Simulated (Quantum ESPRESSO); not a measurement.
# Near-edge structure at the C K edge of Sc2CO (R-3m)

What does one-electron theory with a core hole give for the C K edge of Sc2CO (R-3m)?

Calculated with Quantum ESPRESSO 7.5; X-ray absorption near-edge structure, plane-wave PAW PBEsol, one-electron final states by a Lanczos continued fraction.

Report form: the programs' logs are mostly left out.

### Step 1. Set-up

Symmetry: R-3m, No. 166, trigonal system. The conventional cell has a = 3.243 Å, b = 3.243 Å, c = 15.870 Å, α = 90.00°, β = 90.00°, γ = 120.00°. Nearest to Sc lie 3 C at 2.26 Å and 3 O at 2.33 Å. O has 6 Sc at 2.33 Å nearest. Nearest to C lie 6 Sc at 2.26 Å. Farther neighbours and most contacts between anions are not listed.

### Step 2. The field without a hole

The ground state comes first: it tells whether the system has a gap, which decides how the excited electron is treated.

The input, scf.in:

```
&control
   calculation='scf', prefix='x', pseudo_dir='../pp', outdir='tmp', tprnfor=.true.
/
&system
   ibrav=0, nat=4, ntyp=3, nbnd=20
   ecutwfc=50, ecutrho=450
   occupations='smearing', smearing='mv', degauss=0.015
/
&electrons
   conv_thr=4.0e-08, electron_maxstep=120
   mixing_beta=0.5
/
ATOMIC_SPECIES
Sc 1.0 Sc.pbesol-spn-kjpaw.UPF
O 1.0 O.pbesol-n-kjpaw.UPF
C3 1.0 C.pbesol-n-kjpaw.UPF
CELL_PARAMETERS angstrom
  1.62138916 0.93610947 5.29006396
  -1.62138916 0.93610947 5.29006396
  0.00000000 -1.87221894 5.29006396
ATOMIC_POSITIONS crystal
Sc   0.75358596 0.75358596 0.75358596
Sc   0.24641404 0.24641404 0.24641404
O    0.00000000 0.00000000 0.00000000
C3   0.50000000 0.50000000 0.50000000
K_POINTS automatic
10 10 10 0 0 0
```

The input, Sc.pbesol-spn-kjpaw.ld1.in:

```
&input
   title='Sc', zed=21., rel=1, iswitch=3, dft='PBESOL',
   config='[Ar] 4s2 4p0 3d1'
/
&inputp
   file_pseudopw='Sc.pbesol-spn-kjpaw.UPF', author='',
   lpaw=.true.,
   pseudotype=3,
   lloc=-1,
   rcloc=1.2,
   which_augfun='PSQ',
   rmatch_augfun_nc=.true.,
   nlcc=.true.,
   new_core_ps=.true.,
   rcore=0.8,
   tm=.true.,
   lgipaw_reconstruction=.true., use_paw_as_gipaw=.true.
/
6
3S  1  0  2.00  0.00  0.90  1.30  0.0
4S  2  0  2.00  0.00  0.90  1.30  0.0
3P  2  1  6.00  0.00  0.90  1.45  0.0
4P  3  1  0.00  7.00  0.90  1.45  0.0
3D  3  2  1.00  0.00  1.00  1.50  0.0
3D  3  2  0.00  6.00  1.00  1.50  0.0
```

The input, O.pbesol-n-kjpaw.ld1.in:

```
&input
   title='O', zed=8., rel=1, iswitch=3, dft='PBESOL',
   config='[He] 2s2 2p4'
/
&inputp
   file_pseudopw='O.pbesol-n-kjpaw.UPF', author='',
   lpaw=.true.,
   pseudotype=3,
   lloc=-1,
   rcloc=1.1,
   which_augfun='PSQ',
   rmatch_augfun_nc=.true.,
   nlcc=.true.,
   new_core_ps=.true.,
   rcore=0.7,
   tm=.true.,
   lgipaw_reconstruction=.true., use_paw_as_gipaw=.true.
/
4
2S  1  0  2.00  0.00  1.00  1.30  0.0
2S  1  0  0.00  1.00  1.00  1.30  0.0
2P  2  1  4.00  0.00  0.90  1.35  0.0
2P  2  1  0.00  0.05  0.90  1.35  0.0
```

The input, C.pbesol-n-kjpaw.ld1.in:

```
&input
   title='C', zed=6., rel=1, iswitch=3, dft='PBESOL',
   config='[He] 2s2 2p2'
/
&inputp
   file_pseudopw='C.pbesol-n-kjpaw.UPF', author='',
   lpaw=.true.,
   pseudotype=3,
   lloc=-1,
   rcloc=0.9,
   which_augfun='PSQ',
   rmatch_augfun_nc=.true.,
   nlcc=.true.,
   new_core_ps=.true.,
   rcore=0.7,
   tm=.true.,
   lgipaw_reconstruction=.true., use_paw_as_gipaw=.true.
/
4
2S  1  0  2.00  0.00  1.00  1.20  0.0
2S  1  0  0.00  3.00  1.00  1.20  0.0
2P  2  1  2.00  0.00  0.90  1.40  0.0
2P  2  1  0.00  0.05  0.90  1.40  0.0
```

Command:

```bash
$ OMP_NUM_THREADS=1 mpirun --oversubscribe --bind-to none -np 4 pw.x -nk 4 -in scf.in > scf.out
```

It took 50 s on 4 MPI ranks of Intel Xeon 6975P-C (Granite Rapids), shared host; peak memory 0.15 GiB; 3.3 min of CPU time.

Absorbing atoms carry a label of their own (element plus a letter or digit), as the spectrum program needs them as separate species.

The mesh shows no gap, so the system is treated as a metal and the core electron is put at the Fermi level (neutral cell).

### Step 3. Spectrum without a core hole, C atom 4

Without a hole the spectrum is the empty density of states of the right symmetry on the absorber, weighted by matrix elements. It needs only the small cell and serves as the baseline.

The absorber has 6 Sc at 2.26 Å (octahedral, site symmetry -3m).

The input, xspectra.in:

```
&input_xspectra
   calculation='xanes_dipole', edge='K'
   prefix='x', outdir='tmp', xiabs=3, xe0=11.8751
   xonly_plot=.false., x_save_file='xanes.sav'
   xniter=3000, xcheck_conv=20, xerror=0.005
   xcoordcrys=.false., xepsilon(1)=1, xepsilon(2)=0, xepsilon(3)=0
/
&plot
   xnepoint=413, xemin=-10, xemax=45, terminator=.true., cut_occ_states=.true.
   xgamma=0.4
/
&pseudos
   filecore='../C.wfc'
/
&cut_occ
   cut_desmooth=0.1, cut_stepl=0.05, cut_stepu=0.05, cut_ierror=1e-5
/
11 11 11 0 0 0
```

Command:

```bash
$ OMP_NUM_THREADS=1 mpirun --oversubscribe --bind-to none -np 4 xspectra.x -nk 4 -in xspectra.in > xspectra.out
```

Elapsed: 4.2 min, on 4 MPI ranks; peak memory 0.17 GiB.

The C K spectrum, C atom 4, no core hole (energy from the energy zero of the input (xe0, at the border of filled and empty states); intensity scaled to a mean of 1 over the first 20 eV; the points at xe0, where the cut of filled states can leave a spike, are interpolated; polarised curves are means over the symmetry-equivalent atoms):

```
E (eV)  isotropic  ε ⊥ c  ε ∥ c
  -2.0       0.03   0.04   0.03
  -1.5       0.04   0.04   0.04
  -1.0       0.06   0.06   0.04
  -0.5       0.09   0.10   0.06
   0.0       0.15   0.18   0.10
   0.5       0.21   0.24   0.15
   1.0       0.27   0.29   0.21
   1.5       0.33   0.37   0.26
   2.0       0.38   0.43   0.29
   2.5       0.45   0.49   0.36
   3.0       0.54   0.53   0.55
   3.5       0.61   0.58   0.67
   4.0       0.73   0.69   0.82
   4.5       0.92   0.92   0.93
   5.0       1.08   1.07   1.11
   5.5       1.16   1.04   1.38
   6.0       1.28   1.15   1.56
   6.5       1.84   1.73   2.06
   7.0       2.26   2.35   2.08
   7.5       1.97   2.26   1.38
   8.0       1.38   1.55   1.05
   8.5       0.95   0.91   1.03
   9.0       0.84   0.73   1.04
   9.5       0.79   0.70   0.97
  10.0       0.89   0.85   0.96
  10.5       0.98   0.87   1.19
  11.0       0.91   0.79   1.14
  11.5       0.81   0.72   1.00
  12.0       0.97   0.82   1.26
  12.5       1.44   1.12   2.10
  13.0       1.89   1.60   2.47
  13.5       2.04   2.17   1.79
  14.0       1.90   2.17   1.38
  14.5       1.39   1.65   0.87
  15.0       0.90   1.07   0.55
  15.5       0.67   0.77   0.47
  16.0       0.73   0.81   0.57
  16.5       0.86   0.96   0.67
  17.0       1.10   1.18   0.95
  17.5       1.19   1.24   1.10
  18.0       0.90   0.88   0.94
  18.5       0.79   0.74   0.89
  19.0       0.71   0.68   0.76
  19.5       0.62   0.62   0.62
  20.0       0.55   0.55   0.55
  20.5       0.51   0.50   0.53
  21.0       0.46   0.46   0.45
  21.5       0.42   0.43   0.40
  22.0       0.39   0.41   0.36
  22.5       0.38   0.39   0.34
  23.0       0.37   0.37   0.38
  23.5       0.39   0.39   0.38
  24.0       0.47   0.47   0.47
  24.5       0.50   0.52   0.47
  25.0       0.50   0.54   0.42
  25.5       0.50   0.54   0.42
  26.0       0.52   0.56   0.44
  26.5       0.48   0.50   0.45
  27.0       0.52   0.50   0.54
  27.5       0.61   0.53   0.77
  28.0       0.73   0.59   1.01
  28.5       0.92   0.80   1.16
  29.0       1.25   1.19   1.38
  29.5       1.49   1.40   1.67
  30.0       1.77   1.68   1.95
  30.5       1.90   1.85   2.01
  31.0       1.79   1.77   1.84
  31.5       1.02   1.03   1.00
  32.0       0.67   0.63   0.75
```

Main maxima below 24 eV (height): 7.1 eV (2.28), 10.6 eV (0.98), 13.6 eV (2.07) and 17.4 eV (1.23). A K edge sees empty p states on the absorber.

### Step 4. Another broadening

The final state's lifetime shortens with energy, so measured features broaden above the edge; the saved Lanczos coefficients are redrawn with a width that grows.

The input, xspectra_plot.in:

```
&input_xspectra
   calculation='xanes_dipole', edge='K'
   prefix='x', outdir='tmp', xiabs=3, xe0=11.8751
   xonly_plot=.true., x_save_file='xanes.sav'
   xniter=3000, xcheck_conv=20, xerror=0.005
   xcoordcrys=.false., xepsilon(1)=1, xepsilon(2)=0, xepsilon(3)=0
/
&plot
   xnepoint=413, xemin=-10, xemax=45, terminator=.true., cut_occ_states=.true.
   gamma_mode='variable', gamma_energy(1)=4, gamma_energy(2)=25, gamma_value(1)=0.3, gamma_value(2)=2.5
/
&pseudos
   filecore='../C.wfc'
/
&cut_occ
   cut_desmooth=0.1, cut_stepl=0.05, cut_stepu=0.05, cut_ierror=1e-5
/
11 11 11 0 0 0
```

Command:

```bash
$ OMP_NUM_THREADS=1 xspectra.x -in xspectra_plot.in > xspectra_plot.out
```

Wall time 22 s (1 MPI rank); peak memory 0.13 GiB.

With a Lorentzian half width 0.3 eV up to 4 eV, rising linearly to 2.5 eV at 25 eV, the maxima are 7.0 eV (2.04) and 13.4 eV (1.49).

### Step 5. Supercell without a hole, the energy reference

The photon energy needs a difference of total energies, so the cell and mesh of the coming hole run are first run without a hole.

The input, scf.in:

```
&control
   calculation='scf', prefix='x', pseudo_dir='../pp', outdir='tmp', tprnfor=.true.
/
&system
   ibrav=0, nat=12, ntyp=3, nbnd=59
   ecutwfc=50, ecutrho=450
   occupations='smearing', smearing='mv', degauss=0.015
/
&electrons
   conv_thr=1.2e-07, electron_maxstep=120
   mixing_beta=0.5
/
ATOMIC_SPECIES
Sc 1.0 Sc.pbesol-spn-kjpaw.UPF
O 1.0 O.pbesol-n-kjpaw.UPF
C 1.0 C.pbesol-n-kjpaw.UPF
CELL_PARAMETERS angstrom
  0.00000000 -1.87221894 5.29006396
  0.00000000 5.61665682 0.00000000
  -4.86416749 2.80832841 0.00000000
ATOMIC_POSITIONS crystal
Sc   0.26075788 0.75358596 0.00000000
Sc   0.26075788 0.08691929 0.33333333
Sc   0.26075788 0.42025263 0.66666667
Sc   0.73924212 0.24641404 0.00000000
Sc   0.73924212 0.57974737 0.33333333
Sc   0.73924212 0.91308071 0.66666667
O    0.00000000 0.00000000 0.00000000
O    0.00000000 0.33333333 0.33333333
O    0.00000000 0.66666667 0.66666667
C    0.50000000 0.50000000 0.00000000
C    0.50000000 0.83333333 0.33333333
C    0.50000000 0.16666667 0.66666667
K_POINTS automatic
5 6 6 0 0 0
```

Command:

```bash
$ OMP_NUM_THREADS=1 mpirun --oversubscribe --bind-to none -np 4 pw.x -nk 4 -in scf.in > scf.out
```

Run time: 2 min. Hardware: 4 MPI ranks; peak memory 0.36 GiB.

Reference energy: -133865.881 eV with the cores included.

### Step 6. The atom with a core hole

The final state has one core electron fewer, so a PAW data set is made for an atom with that hole.

The input, C.pbesol-n-kjpaw-1sch.ld1.in:

```
&input
   title='C', zed=6., rel=1, iswitch=3, dft='PBESOL',
   config='1s1 2s2 2p3'
/
&inputp
   file_pseudopw='C.pbesol-n-kjpaw-1sch.UPF', author='',
   lpaw=.true.,
   pseudotype=3,
   lloc=-1,
   rcloc=0.9,
   which_augfun='PSQ',
   rmatch_augfun_nc=.true.,
   nlcc=.true.,
   new_core_ps=.true.,
   rcore=0.7,
   tm=.true.,
   zval=5,
   lgipaw_reconstruction=.true., use_paw_as_gipaw=.true.
/
4
2S  1  0  2.00  0.00  1.00  1.20  0.0
2S  1  0  0.00  3.00  1.00  1.20  0.0
2P  2  1  3.00  0.00  0.90  1.40  0.0
2P  2  1  0.00  0.05  0.90  1.40  0.0
```

Command:

```bash
$ ld1.x < C.pbesol-n-kjpaw-1sch.ld1.in > C.pbesol-n-kjpaw-1sch.ld1.out
```

It took 0.77 s on 1 MPI rank; peak memory 0.12 GiB.

Removing the core electron and adding it to the valence shell costs the free atom 288.7 eV.

### Step 7. Supercell with XCH, C atom 4

The holes are 5.6 Å apart. The excited electron is kept in the cell, where it fills the lowest empty states and screens the hole.

Edit scf.in of step 5 so:

```diff
@@ -4,3 +4,3 @@
 &system
-   ibrav=0, nat=12, ntyp=3, nbnd=59
+   ibrav=0, nat=12, ntyp=4, nbnd=60
    ecutwfc=50, ecutrho=450
@@ -15,2 +15,3 @@
 O 1.0 O.pbesol-n-kjpaw.UPF
+C0 1.0 C.pbesol-n-kjpaw-1sch.UPF
 C 1.0 C.pbesol-n-kjpaw.UPF
@@ -30,3 +31,3 @@
 O    0.00000000 0.66666667 0.66666667
-C    0.50000000 0.50000000 0.00000000
+C0   0.50000000 0.50000000 0.00000000
 C    0.50000000 0.83333333 0.33333333
```

Command:

```bash
$ OMP_NUM_THREADS=1 mpirun --oversubscribe --bind-to none -np 4 pw.x -nk 4 -in scf.in > scf.out
```

The job ended after 2.3 min (4 MPI ranks; peak memory 0.37 GiB; 9.4 min of CPU time).

Energy with the hole: -133580.073 eV, cores included.

### Step 8. Spectrum with XCH, C atom 4

The Lanczos recursion gives the spectrum without computing empty bands; each polarisation needs a run of its own on the full k mesh. xe0 is set between filled and empty states, and states below it are cut, here at the Fermi level, which holds the excited electron. The file of filecore holds the core orbital, taken from the hole-free data set.

Edit xspectra.in of step 3 so:

```diff
@@ -2,3 +2,3 @@
    calculation='xanes_dipole', edge='K'
-   prefix='x', outdir='tmp', xiabs=3, xe0=11.8751
+   prefix='x', outdir='tmp', xiabs=3, xe0=12.8624
    xonly_plot=.false., x_save_file='xanes.sav'
@@ -17,2 +17,2 @@
 /
-11 11 11 0 0 0
+6 7 7 0 0 0
```

xspectra_1.in, as its differences from xspectra.in of step 8:

```diff
@@ -5,3 +5,3 @@
    xniter=3000, xcheck_conv=20, xerror=0.005
-   xcoordcrys=.false., xepsilon(1)=1, xepsilon(2)=0, xepsilon(3)=0
+   xcoordcrys=.false., xepsilon(1)=0, xepsilon(2)=1, xepsilon(3)=0
 /
```

xspectra_2.in, as its differences from xspectra_1.in of step 8:

```diff
@@ -5,3 +5,3 @@
    xniter=3000, xcheck_conv=20, xerror=0.005
-   xcoordcrys=.false., xepsilon(1)=0, xepsilon(2)=1, xepsilon(3)=0
+   xcoordcrys=.false., xepsilon(1)=0, xepsilon(2)=0, xepsilon(3)=1
 /
```

Command:

```bash
$ OMP_NUM_THREADS=1 mpirun --oversubscribe --bind-to none -np 4 xspectra.x -nk 4 -in xspectra.in > xspectra.out
```

Wall time 7.2 min (4 MPI ranks); peak memory 0.24 GiB.

The C K spectrum, C atom 4, excited-electron core hole (neutral cell) (energy from the energy zero of the input (xe0, at the border of filled and empty states); intensity scaled to a mean of 1 over the first 20 eV; the points at xe0, where the cut of filled states can leave a spike, are interpolated; polarised curves are means over the symmetry-equivalent atoms):

```
E (eV)  isotropic  ε ⊥ c  ε ∥ c
  -2.0       0.05   0.05   0.05
  -1.4       0.06   0.06   0.06
  -0.8       0.09   0.09   0.09
  -0.2       0.18   0.19   0.17
   0.4       0.32   0.34   0.29
   1.0       0.47   0.50   0.41
   1.6       0.66   0.65   0.67
   2.2       0.88   0.80   1.04
   2.8       1.12   1.01   1.34
   3.4       1.53   1.49   1.61
   4.0       1.77   1.67   1.96
   4.6       1.87   1.71   2.20
   5.2       2.28   2.29   2.27
   5.8       1.96   2.19   1.49
   6.4       1.36   1.54   1.01
   7.0       0.90   0.85   1.01
   7.6       0.71   0.59   0.93
   8.2       0.73   0.64   0.93
   8.8       0.92   0.83   1.09
   9.4       1.02   0.87   1.34
  10.0       0.93   0.81   1.17
  10.6       1.09   0.96   1.37
  11.2       1.69   1.53   2.01
  11.8       1.87   2.06   1.50
  12.4       1.49   1.76   0.96
  13.0       1.02   1.20   0.64
  13.6       0.64   0.76   0.41
  14.2       0.49   0.55   0.37
  14.8       0.59   0.65   0.48
  15.4       0.78   0.84   0.67
  16.0       0.99   1.00   0.98
  16.6       0.76   0.71   0.84
  17.2       0.60   0.56   0.68
  17.8       0.53   0.51   0.56
  18.4       0.48   0.48   0.48
  19.0       0.42   0.42   0.43
  19.6       0.40   0.38   0.42
  20.2       0.37   0.38   0.35
  20.8       0.35   0.36   0.33
  21.4       0.35   0.37   0.33
  22.0       0.37   0.37   0.37
  22.6       0.45   0.44   0.45
  23.2       0.52   0.53   0.51
  23.8       0.54   0.57   0.48
  24.4       0.56   0.58   0.51
  25.0       0.56   0.57   0.54
  25.6       0.60   0.56   0.67
  26.2       0.77   0.62   1.08
  26.8       1.02   0.78   1.51
  27.4       1.36   1.21   1.67
  28.0       1.71   1.73   1.68
  28.6       1.64   1.68   1.55
  29.2       1.36   1.39   1.30
  29.8       0.86   0.89   0.80
  30.4       0.49   0.48   0.50
  31.0       0.37   0.35   0.40
  31.6       0.30   0.29   0.31
```

Main maxima below 24 eV (height): 5.1 eV (2.29), 9.4 eV (1.03), 11.6 eV (1.92) and 16.0 eV (1.00). A K edge sees empty p states; the first features are C p mixed into the empty d states of the Sc neighbours, and the broad ones above probably into the cations' higher empty bands.

The total-energy difference is 285.81 eV. One term is added: -6.71 eV, since the hole is spin-paired here and a spin-polarised one costs that much less in the free atom (computed apart). The photon energy is then 279.10 eV. The functional leaves an error in such absolute values: in the free atom PBEsol prices this hole 1.5 eV below PBE (computed apart), and PBE is itself good to a few eV.

### Step 9. Another broadening

Edit xspectra_plot.in of step 4 so:

```diff
@@ -2,3 +2,3 @@
    calculation='xanes_dipole', edge='K'
-   prefix='x', outdir='tmp', xiabs=3, xe0=11.8751
+   prefix='x', outdir='tmp', xiabs=3, xe0=12.8624
    xonly_plot=.true., x_save_file='xanes.sav'
@@ -17,2 +17,2 @@
 /
-11 11 11 0 0 0
+6 7 7 0 0 0
```

Command:

```bash
$ OMP_NUM_THREADS=1 xspectra.x -in xspectra_plot.in > xspectra_plot.out
```

The job ended after 11 s (1 MPI rank; peak memory 0.05 GiB).

With a Lorentzian half width 0.3 eV up to 4 eV, rising linearly to 2.5 eV at 25 eV, the maxima are 4.0 eV (1.84), 5.1 eV (2.27) and 11.6 eV (1.37).

### Step 10. Reference energy of the cell

The cell and mesh change for the next run, so it gets a reference energy of its own.

The input, scf.in:

```
&control
   calculation='scf', prefix='x', pseudo_dir='../pp', outdir='tmp', tprnfor=.true.
/
&system
   ibrav=0, nat=4, ntyp=3, nbnd=20
   ecutwfc=50, ecutrho=450
   occupations='smearing', smearing='mv', degauss=0.015
/
&electrons
   conv_thr=4.0e-08, electron_maxstep=120
   mixing_beta=0.5
/
ATOMIC_SPECIES
Sc 1.0 Sc.pbesol-spn-kjpaw.UPF
O 1.0 O.pbesol-n-kjpaw.UPF
C 1.0 C.pbesol-n-kjpaw.UPF
CELL_PARAMETERS angstrom
  -1.62138916 2.80832841 0.00000000
  1.62138916 2.80832841 0.00000000
  -1.62138916 -0.93610947 -5.29006396
ATOMIC_POSITIONS crystal
Sc   0.75358596 0.49282808 0.73924212
Sc   0.24641404 0.50717192 0.26075788
O    0.00000000 0.00000000 0.00000000
C    0.50000000 0.00000000 0.50000000
K_POINTS automatic
9 9 9 0 0 0
```

Command:

```bash
$ OMP_NUM_THREADS=1 mpirun --oversubscribe --bind-to none -np 4 pw.x -nk 4 -in scf.in > scf.out
```

The job ended after 25 s (4 MPI ranks; peak memory 0.13 GiB; 98 s of CPU time).

### Step 11. Cell with XCH, C atom 4

A smaller cell brings the holes closer; here they are 3.2 Å apart.

Changed against the first core-hole run: supercell atoms from 12 to 4.

Edit scf.in of step 10 so:

```diff
@@ -4,3 +4,3 @@
 &system
-   ibrav=0, nat=4, ntyp=3, nbnd=20
+   ibrav=0, nat=4, ntyp=3, nbnd=21
    ecutwfc=50, ecutrho=450
@@ -15,3 +15,3 @@
 O 1.0 O.pbesol-n-kjpaw.UPF
-C 1.0 C.pbesol-n-kjpaw.UPF
+C0 1.0 C.pbesol-n-kjpaw-1sch.UPF
 CELL_PARAMETERS angstrom
@@ -24,3 +24,3 @@
 O    0.00000000 0.00000000 0.00000000
-C    0.50000000 0.00000000 0.50000000
+C0   0.50000000 0.00000000 0.50000000
 K_POINTS automatic
```

It took 28 s on 4 MPI ranks; peak memory 0.14 GiB.

### Step 12. Spectrum with XCH, C atom 4

Changed against the first core-hole run: supercell atoms from 12 to 4.

Edit xspectra.in of step 8 so:

```diff
@@ -2,3 +2,3 @@
    calculation='xanes_dipole', edge='K'
-   prefix='x', outdir='tmp', xiabs=3, xe0=12.8624
+   prefix='x', outdir='tmp', xiabs=3, xe0=13.5379
    xonly_plot=.false., x_save_file='xanes.sav'
@@ -17,2 +17,2 @@
 /
-6 7 7 0 0 0
+11 11 11 0 0 0
```

Command:

```bash
$ OMP_NUM_THREADS=1 mpirun --oversubscribe --bind-to none -np 4 xspectra.x -nk 4 -in xspectra.in > xspectra.out
```

It took 2.2 min on 4 MPI ranks; peak memory 0.16 GiB.

These settings depart from the first run's and aren't meant as converged.

The scaled spectrum changes by 35 % r.m.s. A shift of -1.0 eV leaves 12 %. The highest intensity below 16 eV goes from 5.1 eV (2.29) to 4.7 eV (2.18).

```
E (eV)  first run  this run
  -2.0       0.05      0.06
  -0.5       0.12      0.15
   1.0       0.47      0.70
   2.5       0.97      1.50
   4.0       1.77      1.94
   5.5       2.16      1.29
   7.0       0.90      1.03
   8.5       0.82      1.03
  10.0       0.93      1.50
  11.5       1.90      1.37
  13.0       1.02      0.51
  14.5       0.51      0.93
  16.0       0.99      0.60
  17.5       0.56      0.45
  19.0       0.42      0.35
  20.5       0.35      0.33
  22.0       0.37      0.45
  23.5       0.53      0.53
  25.0       0.56      0.59
  26.5       0.89      1.53
  28.0       1.71      1.55
  29.5       1.15      0.41
  31.0       0.37      0.30
```

[end of part 1 of 2]

[Logs are printed without paths, hosts, clocks, repeated set-up lines and the standing remarks that a program may print on its own settings, such as how far it seeks lower states.]

[Hosts, paths, dates, database ids (printed as entryN), source tags and the programs' standing remarks are cut or masked in the printed files.]

[Lists of maxima count a maximum above −3 eV only where it reaches 4 % of the highest in the window and stands out from its surroundings by 2 % of it (1.5 % where it reaches 55 %); shoulders and weaker maxima are passed over, and of the rest the first, up to two pre-edge ones and the few strongest are named.]
